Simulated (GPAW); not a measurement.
Consider KCaCl3 (Cm).

```
Ca K Cl
1.0
     3.82287   -3.82431    0.00000
     3.82287    3.82431    0.00000
    -0.00053    0.00000    5.40652
Ca K Cl
1 1 3
Cartesian
  3.8065 0.0000 2.6233
  7.6303 0.0000 5.4064
  5.7147 -1.9271 2.6101
  3.8781 0.0000 5.3262
  5.7147 1.9271 2.6101
```

Absorber: atom 2, with 7 Cl at 3.75 to 3.83 Å and 5 Cl at 3.88 to 3.89 Å (distorted cuboctahedral, site symmetry m). Method: GPAW, LDA, full core hole (charged cell), 5-atom cell with 5.4 Å between holes, 4×4×4 k points, dipole transitions, Gaussian full width 0.9 eV up to 4 eV, rising linearly to 3.5 eV at 25 eV.

Q: What does the K K edge look like?

Main maxima up to 30 eV above the zero (height): 4.7 eV (3.19), 12.8 eV (1.59), 16.0 eV (1.33) and 27.5 eV (1.31). A K edge sees empty p states on the absorber. The total-energy difference plus the lowest empty eigenvalue puts the zero at 3612.76 eV. One term is added: -19.73 eV, since the hole is spin-paired here and a spin-polarised one costs that much less in the free atom (computed apart). The photon energy is then 3593.03 eV. The tabulated edge of the element is 3608.4 eV. The functional and the charged cell's background leave an error in such absolute values: in the free atom LDA prices this hole 11.1 eV below PBE (computed apart), and PBE is itself good to a few eV.

The K K spectrum (energy from the lowest empty level; intensity scaled to a mean of 1 over the first 20 eV):

```csv
E (eV),intensity
-2.0,0.00
-1.0,0.00
0.0,0.01
1.0,0.09
2.0,0.09
3.0,0.97
4.0,2.72
5.0,3.00
6.0,0.97
7.0,0.33
8.0,0.39
9.0,0.34
10.0,0.46
11.0,0.79
12.0,1.39
13.0,1.58
14.0,1.35
15.0,1.26
16.0,1.33
17.0,1.15
18.0,0.78
19.0,0.63
20.0,0.67
21.0,0.80
22.0,0.92
23.0,0.96
24.0,0.94
25.0,0.98
26.0,1.14
27.0,1.29
28.0,1.28
29.0,1.09
30.0,0.86
31.0,0.71
```

The holes are only 5.4 Å apart, so the shape is probably not converged with cell size; no larger cell was run here. The mesh is coarse (0.29 Å⁻¹ between points), so small maxima may be mesh ripples. Lifetime broadening is put in by hand, and intensities beyond about 20 eV depend on it and on the partial waves. The structure is a computed Materials Project entry and may be a hypothetical form.

[Banner, clock and machine lines of the logs are left out without a mark of their own.]

[Logs are printed without paths, hosts, clocks, repeated set-up lines and the standing remarks that a program may print on its own settings, such as how far it seeks lower states.]

[Hosts, paths, dates, database ids (printed as entryN), source tags and the programs' standing remarks are cut or masked in the printed files.]

[Lists of maxima count a maximum above −3 eV only where it reaches 4 % of the highest in the window and stands out from its surroundings by 2 % of it (1.5 % where it reaches 55 %); shoulders and weaker maxima are passed over, and of the rest the first, up to two pre-edge ones and the few strongest are named.]
